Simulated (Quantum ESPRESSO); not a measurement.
**BP, zinc blende: band edges under a change of volume**

How fast do the gaps move when the cell is scaled evenly?

Calculated with Quantum ESPRESSO 7.5, PBEsol, GBRV 1.5 ultrasoft potentials, cutoff 680 eV, Fermi–Dirac smearing 0.02 eV, k-mesh 11×11×11, no spin polarisation, no spin-orbit coupling.

Reference cell, relaxed at zero pressure with PBEsol (F-43m): a = 3.1963 Å, b = 3.1963 Å, c = 3.1963 Å, α = 60.00°, β = 60.00°, γ = 60.00°.

```
atom       x       y       z
   P  0.7500  0.7500  0.7500
   B  0.0000  0.0000  0.0000
```

Levels are read on the k-mesh and along lines from Γ to X = (0.5, 0, 0.5), L = (0.5, 0.5, 0.5), K = (0.375, 0.375, 0.75) and W = (0.5, 0.25, 0.75) in the reciprocal basis of this cell (the letters only name these points), and count from the highest filled level.

```
ln(V/V0)  gap (eV)  direct gap at Γ (eV)  lowest empty along Γ–X (Γ left out) (eV)  lowest empty at K (eV)
 −0.0619     1.026                 3.483                                     1.026                   1.962
 −0.0408     1.058                 3.446                                     1.058                   1.983
 −0.0202     1.089                 3.411                                     1.089                   2.004
  0.0000     1.118                 3.379                                     1.118                   2.023
  0.0392     1.175                 3.323                                     1.175                   2.059
  0.0583     1.201                 3.297                                     1.201                   2.076
```

**Question.** Fit the lowest empty level along Γ–X (Γ left out) and give it at ln(V/V0) = 0.0198, a row left out above.

A straight line through the 6 rows: the means are −0.004233 for ln(V/V0) and 1.1112 for the level, Σ(Δx)² = 0.01073 and ΣΔxΔy = 0.01563, so the slope is 0.01563/0.01073 = 1.4562 and the intercept 1.1112 − (1.4562)(−0.004233) = 1.1173.

The slope is the volume deformation potential of this gap, 1.46 eV, as a mean over the range. The line gives 1.146 eV. The run itself gives 1.147 eV, so the estimate misses by 0.001 eV, a rounding's worth.

The gap lies below the direct one at Γ in every row. Semilocal functionals give gaps that are too small, and the error differs from valley to valley, so the order of close valleys can be wrong too.

[Logs are printed without paths, hosts, clocks, repeated set-up lines and the standing remarks that a program may print on its own settings, such as how far it seeks lower states.]
